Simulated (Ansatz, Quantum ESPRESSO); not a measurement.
# BeSi (Pm-3m): phonons by linear response, part 2 of 4

How does BeSi (Pm-3m) vibrate, and is this structure a minimum?

Quantum ESPRESSO 7.5; DFT LDA, scalar-relativistic, plane waves, JTH PAW pseudopotentials.

So far. Step 3 (Relaxation): Little changed from the start: no atom moved by 0.005 Å and no cell edge by 0.1 %. Step 4 (Ground state): The cell stands at -0.057 GPa, close enough for phonons. The relaxed cell has a = 2.797 Å (conventional setting).

The structure was built from a prototype and need not be the compound's stable phase.

### 5. Linear response on the mesh

Linear response treats each wavevector in the unit cell, with no supercell; the 4×4×4 mesh fixes the range of the force constants to be had.

ph.in reads:

```
phonons
 &inputph
    prefix='x',
    outdir='./tmp',
    fildyn='x.dyn',
    tr2_ph=1.0d-18,
    alpha_mix(1)=0.4,
    nmix_ph=8,
    ldisp=.true.,
    nq1=4,
    nq2=4,
    nq3=4,
 /
```

The run is started by

```bash
OMP_NUM_THREADS=1 mpirun -n 4 ph.x -nk 4 -in ph.in > ph.out
```

The log of the run:

```text
[banners, grids, parts of the stress and lines that vanish by symmetry left out]
[banner, memory and clock lines left out]
Program PHONON v.7.5

[...]
Exchange-correlation= PW
                           (   1   4   0   0   0   0   0)
[...]
(  10 q-points):
[...]
kinetic-energy cut-off    =      50.0000  Ry
     charge density cut-off    =     250.0000  Ry
     convergence threshold     =      1.0E-18
[...]
Exchange-correlation= PW
                           (   1   4   0   0   0   0   0)
[...]
q = (   0.0000000   0.0000000   0.0000000 )
     49 Sym.Ops. (with q -> -q+G )
     G cutoff =  176.9335  (   9795 G-vectors)     FFT grid: ( 27, 27, 27)
     G cutoff =  141.5468  (   7075 G-vectors)  smooth grid: ( 24, 24, 24)
     number of k points=    84  Gaussian smearing, width (Ry)=  0.0200
[...]
Mode symmetry, O_h (m-3m)  point group:
[...]
Representation #   1 modes #   1   2   3
[...]
End of self-consistent calculation
     Convergence has been achieved
     Representation #   2 modes #   4   5   6
[...]
End of self-consistent calculation
     Convergence has been achieved
[...]
q = (    0.000000000   0.000000000   0.000000000 )
[...]
freq (    1) =      -0.183820 [THz] =      -6.131591 [cm-1]
     freq (    2) =      -0.183820 [THz] =      -6.131591 [cm-1]
     freq (    3) =      -0.183820 [THz] =      -6.131591 [cm-1]
     freq (    4) =       9.244470 [THz] =     308.362321 [cm-1]
     freq (    5) =       9.244470 [THz] =     308.362321 [cm-1]
     freq (    6) =       9.244470 [THz] =     308.362321 [cm-1]
[...]
Mode symmetry, O_h (m-3m)  point group:
     freq (   1-   3) =         -6.1  [cm-1]   --> T_1u G_15  G_4- I
     freq (   4-   6) =        308.4  [cm-1]   --> T_1u G_15  G_4- I
[...]
Mode symmetry, C_4v (4mm)  point group:
[...]
Representation #   1 mode #   1
[...]
End of self-consistent calculation
     Convergence has been achieved
     Representation #   2 mode #   2
[...]
End of self-consistent calculation
     Convergence has been achieved
     Representation #   3 modes #   3   4
[...]
Convergence has been achieved
     Representation #   4 modes #   5   6
[...]
Convergence has been achieved
[...]
q = (    0.000000000   0.000000000   0.250000000 )
[...]
freq (    1) =       2.144801 [THz] =      71.542863 [cm-1]
     freq (    2) =       2.144801 [THz] =      71.542863 [cm-1]
     freq (    3) =       3.160323 [THz] =     105.417017 [cm-1]
     freq (    4) =       9.915425 [THz] =     330.742962 [cm-1]
     freq (    5) =       9.915425 [THz] =     330.742962 [cm-1]
     freq (    6) =      10.244484 [THz] =     341.719194 [cm-1]
[...]
Mode symmetry, C_4v (4mm)  point group:
     freq (   1-   2) =         71.5  [cm-1]   --> E    G_5 D_5
     freq (   3-   3) =        105.4  [cm-1]   --> A_1  G_1 D_1
     freq (   4-   5) =        330.7  [cm-1]   --> E    G_5 D_5
     freq (   6-   6) =        341.7  [cm-1]   --> A_1  G_1 D_1
[...]
Mode symmetry, D_4h(4/mmm) point group:
[...]
Representation #   1 mode #   1
[...]
Convergence has been achieved
     Representation #   2 modes #   2   3
[...]
Convergence has been achieved
     Representation #   3 mode #   4
[...]
Convergence has been achieved
     Representation #   4 modes #   5   6
[...]
Convergence has been achieved
[...]
q = (    0.000000000   0.000000000  -0.500000000 )
[...]
freq (    1) =       5.447650 [THz] =     181.714028 [cm-1]
     freq (    2) =       5.447650 [THz] =     181.714028 [cm-1]
[...]
Mode symmetry, D_4h(4/mmm) point group:
     freq (   1-   2) =        181.7  [cm-1]   --> E_g  X_5  M_5
     freq (   3-   3) =        262.6  [cm-1]   --> A_1g X_1  M_1
     freq (   4-   4) =        304.1  [cm-1]   --> A_2u X_4' M_4'
     freq (   5-   6) =        317.3  [cm-1]   --> E_u  X_5' M_5'
[...]
Mode symmetry, C_2v (mm2)  point group:
[...]
Convergence has been achieved
[...]
Convergence has been achieved
[...]
Convergence has been achieved
[...]
Convergence has been achieved
[...]
q = (    0.000000000   0.250000000   0.250000000 )
[...]
Mode symmetry, C_2v (mm2)  point group:
     freq (   1-   1) =       -186.2  [cm-1]   --> B_2  D_4  S_4
     freq (   2-   2) =        110.1  [cm-1]   --> B_1  D_3  S_3
     freq (   3-   3) =        228.1  [cm-1]   --> A_1  D_1  S_1
     freq (   4-   4) =        302.6  [cm-1]   --> A_1  D_1  S_1
     freq (   5-   5) =        314.0  [cm-1]   --> B_1  D_3  S_3
     freq (   6-   6) =        346.1  [cm-1]   --> B_2  D_4  S_4
[...]
Mode symmetry, C_2v (mm2)  point group:
[...]
q = (    0.000000000   0.250000000  -0.500000000 )
[...]
Mode symmetry, C_2v (mm2)  point group:
     freq (   1-   1) =       -175.5  [cm-1]   --> B_2  D_4  S_4
     freq (   2-   2) =       -112.5  [cm-1]   --> A_1  D_1  S_1
     freq (   3-   3) =        173.7  [cm-1]   --> A_2  D_2  S_2
     freq (   4-   4) =        292.9  [cm-1]   --> B_1  D_3  S_3
     freq (   5-   5) =        354.3  [cm-1]   --> A_1  D_1  S_1
     freq (   6-   6) =        356.0  [cm-1]   --> B_2  D_4  S_4
[...]
Mode symmetry, D_4h(4/mmm) point group:
[...]
q = (    0.000000000  -0.500000000  -0.500000000 )
[...]
Mode symmetry, D_4h(4/mmm) point group:
     freq (   1-   2) =       -207.6  [cm-1]   --> E_u  X_5' M_5'
     freq (   3-   3) =        189.3  [cm-1]   --> B_1u X_2' M_2'
     freq (   4-   4) =        285.8  [cm-1]   --> A_2u X_4' M_4'
     freq (   5-   6) =        381.2  [cm-1]   --> E_u  X_5' M_5'
[...]
Mode symmetry, C_3v (3m)   point group:
[...]
q = (    0.250000000   0.250000000   0.250000000 )
[...]
Mode symmetry, C_3v (3m)   point group:
     freq (   1-   2) =       -110.9  [cm-1]   --> E    L_3
     freq (   3-   3) =        170.0  [cm-1]   --> A_1  L_1
     freq (   4-   4) =        320.9  [cm-1]   --> A_1  L_1
     freq (   5-   6) =        340.9  [cm-1]   --> E    L_3
[...]
Mode symmetry, C_2v (mm2)  point group:
[...]
Convergence has been achieved
[...]
Convergence has been achieved
[...]
q = (    0.250000000   0.250000000  -0.500000000 )
[...]
Mode symmetry, C_2v (mm2)  point group:
     freq (   1-   1) =       -177.5  [cm-1]   --> B_2  D_4  S_4
     freq (   2-   2) =        -90.3  [cm-1]   --> A_1  D_1  S_1
     freq (   3-   3) =        161.6  [cm-1]   --> A_2  D_2  S_2
     freq (   4-   4) =        278.9  [cm-1]   --> B_1  D_3  S_3
     freq (   5-   5) =        343.7  [cm-1]   --> A_1  D_1  S_1
     freq (   6-   6) =        352.2  [cm-1]   --> B_2  D_4  S_4
[...]
Mode symmetry, C_4v (4mm)  point group:
[...]
Representation #   1 mode #   1
[...]
Convergence has been achieved
     Representation #   2 mode #   2
[...]
Convergence has been achieved
     Representation #   3 modes #   3   4
[...]
Convergence has been achieved
     Representation #   4 modes #   5   6
[...]
Convergence has been achieved
[...]
q = (    0.250000000  -0.500000000  -0.500000000 )
[...]
freq (    5) =      10.027867 [THz] =     334.493650 [cm-1]
     freq (    6) =      10.027867 [THz] =     334.493650 [cm-1]
[...]
Mode symmetry, C_4v (4mm)  point group:
     freq (   1-   2) =       -149.9  [cm-1]   --> E    G_5 D_5
     freq (   3-   3) =        159.9  [cm-1]   --> B_2  G_4 D_2'
     freq (   4-   4) =        256.2  [cm-1]   --> A_1  G_1 D_1
     freq (   5-   6) =        334.5  [cm-1]   --> E    G_5 D_5
[...]
Mode symmetry, O_h (m-3m)  point group:
[...]
Representation #   1 modes #   1   2   3
[...]
End of self-consistent calculation
     Convergence has been achieved
     Representation #   2 modes #   4   5   6
[...]
End of self-consistent calculation
     Convergence has been achieved
[...]
q = (   -0.500000000  -0.500000000  -0.500000000 )
[...]
freq (    1) =       5.324389 [THz] =     177.602488 [cm-1]
     freq (    2) =       5.324389 [THz] =     177.602488 [cm-1]
     freq (    3) =       5.324389 [THz] =     177.602488 [cm-1]
     freq (    4) =       6.526915 [THz] =     217.714451 [cm-1]
     freq (    5) =       6.526915 [THz] =     217.714451 [cm-1]
     freq (    6) =       6.526915 [THz] =     217.714451 [cm-1]
[...]
Mode symmetry, O_h (m-3m)  point group:
     freq (   1-   3) =        177.6  [cm-1]   --> T_2g G_25' G_5+
     freq (   4-   6) =        217.7  [cm-1]   --> T_1u G_15  G_4-


[key lines of the parts left out:]
the Fermi energy is    10.5574 ev
```

Wall time 25 min (4 MPI ranks of Intel Xeon Platinum 8175M at 2.50GHz (Skylake/Cascade Lake), shared host); 1.6 h of CPU time.

Numbers from this step:

```
largest acoustic frequency at the zone centre before the sum rule  : -6.13 cm⁻¹
highest optical zone-centre mode (no LO-TO term)                   : 308.4 cm⁻¹
lowest optical zone-centre mode                                    : 308.4 cm⁻¹
lowest mode on the q mesh (acoustic ones at the zone centre apart) : -207.6 cm⁻¹
```

Frequencies (cm⁻¹) at each irreducible wavevector; negative means imaginary. Frequencies by wavevector:

| q (fractions) | star | mode 1 | mode 2 | mode 3 | mode 4 | mode 5 | mode 6 |
| --- | --- | --- | --- | --- | --- | --- | --- |
| 0 0 0 | 1 | -6.13 | -6.13 | -6.13 | 308.4 | 308.4 | 308.4 |
| 0 0 0.25 | 6 | 71.54 | 71.54 | 105.4 | 330.7 | 330.7 | 341.7 |
| 0 0 -0.5 | 3 | 181.7 | 181.7 | 262.6 | 304.1 | 317.3 | 317.3 |
| 0 0.25 0.25 | 12 | -186.2 | 110.1 | 228.1 | 302.6 | 314 | 346.1 |
| 0 0.25 -0.5 | 12 | -175.5 | -112.5 | 173.8 | 292.9 | 354.3 | 356 |
| 0 -0.5 -0.5 | 3 | -207.6 | -207.6 | 189.3 | 285.8 | 381.2 | 381.2 |
| 0.25 0.25 0.25 | 8 | -110.9 | -110.9 | 170 | 320.9 | 340.9 | 340.9 |
| 0.25 0.25 -0.5 | 12 | -177.5 | -90.35 | 161.6 | 278.9 | 343.7 | 352.2 |
| 0.25 -0.5 -0.5 | 6 | -149.9 | -149.9 | 159.8 | 256.2 | 334.5 | 334.5 |
| -0.5 -0.5 -0.5 | 1 | 177.6 | 177.6 | 177.6 | 217.7 | 217.7 | 217.7 |

The acoustic modes at Γ come out as far as 6.1 cm⁻¹ from zero, where they should vanish, a small numerical error.

### 6. Fourier transform to real space

The dynamical matrices of the mesh are Fourier-transformed to force constants in real space.

q2r.in reads:

```
 &input
    fildyn='x.dyn',
    zasr='simple',
    flfrc='x.fc',
 /
```

The run is started by

```bash
q2r.x < q2r.in > q2r.out
```

The log of the run:

```text
[banners, grids, parts of the stress and lines that vanish by symmetry left out]
[banner, memory and clock lines left out]
Program Q2R v.7.5

  reading grid info from file x.dyn0

  reading force constants from file x.dyn1
  Dielectric Tensor not found
  nqs=            1
 q=   0.00000000  0.00000000  0.00000000
  reading force constants from file x.dyn2
  nqs=            6
 q=   0.00000000  0.00000000  0.25000000
[...]
reading force constants from file x.dyn9
  nqs=            6
[...]
q=  -0.50000000 -0.25000000  0.50000000
  reading force constants from file x.dyn10
  nqs=            1
 q=  -0.50000000 -0.50000000 -0.50000000

      q-space grid ok, #points =   64

      fft-check success (sum of imaginary terms < 10^-12)
```

Elapsed: 0.64 s, on 1 thread.

### 7. Dispersion

From the force constants any wavevector is cheap; points of the mesh come back as solved, but for the sum rule and, in polar crystals, the LO-TO term at Γ; the rest is interpolation.

matdyn.in reads:

```
 &input
    asr='simple',
    flfrc='x.fc',
    flfrq='x.freq',
    flvec='x.modes',
    q_in_band_form=.true.,
    q_in_cryst_coord=.true.,
 /
8
  0.0000000   0.0000000   0.0000000  12  ! GAMMA
  0.0000000   0.5000000   0.0000000  12  ! X
  0.5000000   0.5000000   0.0000000  12  ! M
  0.0000000   0.0000000   0.0000000  12  ! GAMMA
  0.5000000   0.5000000   0.5000000  12  ! R
  0.0000000   0.5000000   0.0000000   1  ! X
  0.5000000   0.5000000   0.5000000  12  ! R
  0.5000000   0.5000000   0.0000000   1  ! M
```

The run is started by

```bash
matdyn.x -in matdyn.in > matdyn.out
```

The log of the run:

```text
[banner, memory and clock lines left out]
Program MATDYN v.7.5

 mass for atomic type   1 not given; uses mass from file x.fc
 mass for atomic type   2 not given; uses mass from file x.fc
     Message from routine matdyn:
     Z* not found in file x.fc, TO-LO splitting at q=0 will be absent!
     Message from routine matdyn:
     Z* not found in file x.fc, TO-LO splitting at q=0 will be absent!

Note: The following floating-point exceptions are signalling: IEEE_UNDERFLOW_FLAG
```

Run time: 0.62 s. Hardware: 1 thread.

Read from the output:

| Property | Result |
| --- | --- |
| lowest frequency on the path | -226.6 cm⁻¹ |

Matdyn.x, sum rule simple. The phonon branches at the labelled points (cm⁻¹):

```
    point  branch 1  branch 2  branch 3  branch 4  branch 5  branch 6
        Γ         0         0         0       308       308       308
  halfway        72        72       106       331       331       342
        X       182       182       263       304       318       318
  halfway      -175      -112       174       293       354       356
        M      -208      -208       189       286       381       381
  halfway      -186       110       228       303       314       346
        Γ         0         0         0       308       308       308
  halfway      -111      -111       170       321       341       341
        R       178       178       178       218       218       218
  halfway      -177       -90       162       279       344       352
        X       182       182       263       304       318       318
jump to R       178       178       178       218       218       218
  halfway      -150      -150       160       256       335       335
        M      -208      -208       189       286       381       381
```

The phonon branches as a text plot (rows in cm⁻¹):

```
    369 |           ********                                  ***
    343 |   ***  ***       ***        ****         *****     *
    318 |***  *****         ************* **      *    ***  *
    293 |       *  **********              ***   *   **  *     **
    267 |       *                           *** * ***    * * **
    242 |      *                              *  *      * ***
    217 |        *           *        **       **         *
    191 |     * ***  *****  *                          ***     **
    166 |      *  ***     **  *      *  *     *********** *****
    141 |    **  *          *
    115 |   *                  *            ***
     90 |    *             * *      *    *      *      *
     65 |  **     *             *          *    *     *    *
     39 |          *          *  * *
     14 |***                   *
    -11 |**                     ***
    -37 |                        * *        **   *
    -62 |                       *   *     *          *
    -87 |                      *     **    *     ****
   -113 |                 *   *        ***                  *
   -138 |          *                              *   *      *
   -163 |           *        *                     * *
   -189 |           **  **                          *         *
   -214 |            ********                                  **
         Γ      X      M          Γ            R        X|R     M
```

Lowest modes at the softest wavevector of the mesh; phase exp(i q.(R + tau)). Modes at q = (0.500, 0.500, 0.000), with each element's share of the kinetic energy (negative means imaginary):

```
mode  frequency (cm⁻¹)  Be %  Si %
   1            -207.6    42    58
   2            -207.6    42    58
   3             189.3     0   100
   4             285.8   100     0
   5             381.2    58    42
   6             381.2    58    42
```

Displacements in mode 2 (-207.6 cm⁻¹), the largest set to 1, in the home cell:
```
Be1 -1.00  0.00  0.00
Si2  0.00 -0.66  0.00
```

Displacements in mode 5 (381.2 cm⁻¹), the largest set to 1, in the home cell:
```
Be1  1.00  0.00  0.00
Si2  0.00 -0.48  0.00
```

Force constants by pair (phonopy on the run's constants); pairs near half the supercell's span include their periodic images. Pair force constants, by row:

```
atom  neighbour  distance (Å)  third of the trace (eV/Å²)  along the pair's line (eV/Å²)
 Be1     itself             0                       2.445                              –
 Be1         Si         2.422                     -0.4626                         -1.852
 Be1         Be         2.797                       0.113                         0.2131
 Be1         Be         3.956                     -0.0269                        -0.0807
 Be1         Si         4.639                      0.0458                         0.0816
 Be1         Be         4.845                      -0.029                        -0.1265
 Be1         Be         5.594                      0.0223                          0.048
 Be1         Si         6.096                      0.0013                         0.0406
 Be1         Be         6.255                      0.0069                         0.0117
 Si2     itself             0                       3.623                              –
 Si2         Be         2.422                     -0.4626                         -1.852
 Si2         Si         2.797                     -0.0104                        -0.3973
 Si2         Si         3.956                     -0.0634                        -0.2985
 Si2         Be         4.639                      0.0458                         0.0816
 Si2         Si         4.845                     -0.0559                        -0.1633
 Si2         Si         5.594                      -0.055                         -0.017
 Si2         Be         6.096                      0.0013                         0.0406
 Si2         Si         6.255                     -0.0091                        -0.0555
```

Mode patterns, pair constants, displacements and means over the zone were worked out by phonopy from the force constants of q2r.x.

The path dips to 227i cm⁻¹.

### 8. Density of states

Sums over the zone need many more wavevectors than were solved, so the interpolation is sampled on a dense mesh.

matdyn.in reads:

```
 &input
    asr='simple',
    flfrc='x.fc',
    dos=.true.,
    fldos='x.dos',
    nk1=16,
    nk2=16,
    nk3=16,
    deltaE=1.0,
 /
```

The run is started by

```bash
matdyn.x -in matdyn.in > matdyn.out
```

The log of the run:

```text
[banner, memory and clock lines left out]
Program MATDYN v.7.5

 mass for atomic type   1 not given; uses mass from file x.fc
 mass for atomic type   2 not given; uses mass from file x.fc
     Message from routine matdyn:
     Z* not found in file x.fc, TO-LO splitting at q=0 will be absent!

Note: The following floating-point exceptions are signalling: IEEE_UNDERFLOW_FLAG
```

Elapsed: 11 s, on 1 thread.

Read from the output:

- share of modes beyond 3i cm⁻¹ on the dense interpolated mesh: 0.2341

The phonon density of states has structure finer than the step of the table below, so its rows give means over 20 cm⁻¹, whole bins alone (the curve runs from -227 to 381 cm⁻¹). Peaks (cm⁻¹: height): total -174.6: 0.0134, 161.4: 0.0253, 309.4: 0.0394, 325.4: 0.0541, 353.4: 0.0470; Be 309.4: 0.0353, 325.4: 0.0414, 353.4: 0.0279; Si -174.6: 0.00788, 161.4: 0.0238, 217.4: 0.00902, 353.4: 0.0192.

Tetrahedra. Table of phonon density of states by wavenumber; means over each step; values in 1/cm⁻¹/cell:

```csv
wavenumber (cm⁻¹),total,Be,Si
-200,0.00902,0.00381,0.00521
-180,0.0120,0.00495,0.00703
-160,0.0106,0.00427,0.00630
-140,0.00809,0.00318,0.00491
-120,0.00675,0.00259,0.00416
-100,0.00598,0.00227,0.00371
-80,0.00453,0.00164,0.00289
-60,0.00345,0.00121,0.00224
-40,0.00295,9.8e-4,0.00197
-20,0.00282,9.0e-4,0.00193
0,0.00275,8.4e-4,0.00191
20,0.00271,8.0e-4,0.00191
40,0.00296,8.3e-4,0.00214
60,0.00352,9.3e-4,0.00259
80,0.00443,0.00109,0.00333
100,0.00562,0.00128,0.00434
120,0.00705,0.00144,0.00561
140,0.00885,0.00149,0.00736
160,0.0197,0.00147,0.0183
180,0.0111,9.4e-4,0.0102
200,0.00563,8.3e-4,0.00480
220,0.00631,6.9e-4,0.00562
240,0.00157,0.00116,4.1e-4
260,0.00306,0.00273,3.2e-4
280,0.0117,0.0109,7.7e-4
300,0.0217,0.0194,0.00230
320,0.0401,0.0319,0.00818
340,0.0369,0.0235,0.0133
360,0.0316,0.0185,0.0130
```

[end of part 2 of 4]

[Host names and launcher messages were left out of these logs when they were recorded.]

[Logs are printed without paths, hosts, clocks, repeated set-up lines and the standing remarks that a program may print on its own settings, such as how far it seeks lower states.]

[Hosts, paths, dates, database ids (printed as entryN), source tags and the programs' standing remarks are cut or masked in the printed files.]
